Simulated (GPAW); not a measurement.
# Molecules between Pt chains: backbone and anchor

Which features of a molecule set its conductance between two Pt chains?

**Method.** GPAW 26.7.0 in a basis of numerical atomic orbitals with PAW setups; lead and junction are solved self-consistently in repeated cells 9 Å or more across, their Hamiltonian and overlap matrices go into Green's functions with semi-infinite leads (ASE), and T is the Landauer transmission at zero bias, at the junction cell's Fermi level, for one spin or as the mean of both where a run is spin-polarised. Basis dzp, PBE. The structures were built from estimated bond lengths and not relaxed.

The runs side by side:

| molecule | junction | T | conductance (G₀) | at (K) | thermopower (μV/K) |
| --- | --- | --- | --- | --- | --- |
| benzene-1,4-dithiol | not flat | 1.01 | 1.01 | 200 | 0.7 |
| methylbenzenedithiol | not flat | 1 | 0.97 | 500 | - |
| methoxybenzenedithiol | not flat | 0.998 | 0.99 | 500 | - |
| cyanobenzenedithiol | not flat | 0.998 | 0.987 | 200 | 1.9 |
| naphthalene-2,6-dithiol | not flat | 0.932 | 0.922 | 300 | 7.8 |
| bithiophene-5,5'-dithiol | flat | 0.889 | 0.882 | 300 | −10.7 |
| biphenyl-4,4'-dithiol | not flat | 0.423 | 0.422 | 500 | - |
| benzene-1,4-diselenol | not flat | 0.362 | 0.372 | 300 | 24.6 |
| cyclohexane-1,4-dithiol | not flat | 0.171 | 0.178 | 500 | - |
| naphthalene-2,7-dithiol | not flat | 0.0219 | 0.0238 | 500 | - |

What this shows: T at the Fermi level spans 1.01 (benzene-1,4-dithiol) to 0.0219 (naphthalene-2,7-dithiol). The value for cyclohexane-1,4-dithiol is unusually high for a saturated backbone; a level of the anchor near the Fermi level or a short path between the contacts is a likelier cause than the backbone. For the 2,6 and 2,7 places on naphthalene T is 0.932 and 0.0219: the second pattern couples the anchors through paths that interfere destructively in the π system.

Caveats: Semilocal functionals put molecular levels too near the Fermi level, which raises T wherever those levels couple to the lead. An evenly spaced straight chain is an idealisation of an electrode: free chains dimerise or zigzag, and their density of states has sharper edges than a bulk metal's. Once the lead is aligned to the junction's end layer, its own Fermi level lies within 0.01 eV of the zero used here in the dzp runs. In molecules of two rings the angle between them, which can shut the π path, isn't listed. The order also hangs on where resonances happen to fall and on how π levels meet the chain's few channels, so it isn't intrinsic to the molecules. No run was spin-polarised, so magnetic states weren't tested. Spin-orbit coupling is left out, which matters for the heavier atoms here. A dash stands where a band edge or a sharp feature lies too near the Fermi level for the energy step. Junctions whose dzp lead is shut at the Fermi level or whose end layer misses the lead by over 0.25 eV were left out, as were kinked alkane chains and, where atoms were relaxed, moves over 2 Å. Flat: chains and heavy atoms share one plane.
